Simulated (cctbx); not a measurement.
# Accept or mend?

Cell a = 8.3150 Å, b = 8.3150 Å, c = 12.0610 Å, α = 90.00°, β = 90.00°, γ = 120.00°; space group P6_3/m (no. 176). The compound is Na4Co7S6O8.

The data are simulated with cctbx, not measured: Cu Kα, λ = 1.54184 Å, to d = 0.83 Å, 80 % of the full sphere, strongest reflection 5000 counts, noise from counting, a 4 % proportional error and a noise floor of 4 counts (s.d.); no absorption.

An anisotropic refinement with weights 1/σ² prints:

```text
Rint 0.088, 467 unique reflections to 0.83 A
cycle     R1     wR2    GooF  max shift (A)
   1  0.1881  0.3396   5.271   0.02703
   3  0.0726  0.1497   2.323   0.00003
final R1 0.0726 wR2 0.1497 GooF 2.323  parameters 40  data/parameter 11.7
atom        x        y        z      Ueq    occ   su(xyz)  su(Uiso or U11)
Co1    0.43689  0.15327  0.00137   0.0180  1.000  0.00029  0.0010
Co2    0.00000  0.00000  0.50000   0.0243  1.000  0.00000  0.0019
Na1    0.47366  0.38244  0.58379   0.0011  1.000  0.00053  0.0019  NPD
S1     0.59562  0.04179  0.25000   0.0656  1.000  0.00121  0.0053
Na2    0.00000  0.00000  0.25000   0.0276  1.000  0.00000  0.0045
O1     0.81227  0.04590  0.09129   0.0367  1.000  0.00174  0.0061
O2     0.66667  0.33333  0.40215   0.0293  1.000  0.00184  0.0064
difference map: max 1.72 min -1.48 rms 0.40
Q1    0.1461  0.5081  0.0665   12    1.75  0.45 A from Na1
Q2    0.0726  0.4070  0.0941   12    1.43  0.51 A from Na1
Q3    0.0322  0.4626  0.1047   12    1.40  0.52 A from Na1
Q4    0.0349  0.4520  0.0409   12    1.35  0.66 A from Na1
Q5    0.3333  0.6667  0.2500    2    1.32  2.72 A from Na1
Q6    0.1556  0.4667  0.1500   12    1.09  0.98 A from Na1
```

Q: Accept it or mend it, and why?

Mend it. The fault: elements exchanged: S1 is Na and Na1 is S. Against the right model at the same level, R1 goes from 0.0309 to 0.0726 and GooF from 0.96 to 2.32, U of Na1 shrinks from 0.0295 to 0.0011 Å², U of S1 swells from 0.0297 to 0.0656 Å² and Na1 goes non-positive-definite. S1 has 5 electrons too many and its U swells to shed them, as expected; Na1 has 5 electrons too few and its U shrinks to make up, as expected.

The compound is Na4Co7S6O8. The right model at the same level gives:

```text
Rint 0.088, 467 unique reflections to 0.83 A
cycle     R1     wR2    GooF  max shift (A)
   1  0.0507  0.0938   1.455   0.00692
   2  0.0309  0.0620   0.963   0.00002
final R1 0.0309 wR2 0.0620 GooF 0.963  parameters 40  data/parameter 11.7
atom        x        y        z      Ueq    occ   su(xyz)  su(Uiso or U11)
Co1    0.43655  0.15349  0.00126   0.0181  1.000  0.00012  0.0004
Co2    0.00000  0.00000  0.50000   0.0240  1.000  0.00000  0.0008
S1     0.47416  0.38161  0.58372   0.0295  1.000  0.00022  0.0008
Na1    0.59254  0.04060  0.25000   0.0297  1.000  0.00048  0.0018
Na2    0.00000  0.00000  0.25000   0.0252  1.000  0.00000  0.0018
O1     0.80911  0.04495  0.09095   0.0340  1.000  0.00070  0.0024
O2     0.66667  0.33333  0.40379   0.0258  1.000  0.00070  0.0026
difference map: max 1.26 min -1.25 rms 0.24
Q1    0.3333  0.6667  0.2500    2    1.26  2.72 A from S1
Q2    0.1734  0.4760  0.1568   12    0.95  1.10 A from S1
Q3    0.0849  0.2880  0.6008   12    0.88  0.41 A from O1
Q4    0.3333  0.6667  0.6575    4    0.86  0.74 A from O2
Q5    0.1957  0.4217  0.7500    6    0.84  1.41 A from Na1
Q6    0.0359  0.9362  0.1964   12    0.84  0.97 A from Na2
```

Isotropic U is held between 0.0001 and 1 Å² by the program, and listed peak heights are interpolated, so they can pass the grid's maximum.

The model was made for the exercise: a known structure type with other elements put in, its volume estimated, not relaxed; displacement parameters are assumed.

[Middle refinement cycles are left out of these outputs.]

[Logs are printed without paths, hosts, clocks, repeated set-up lines and the standing remarks that a program may print on its own settings, such as how far it seeks lower states.]
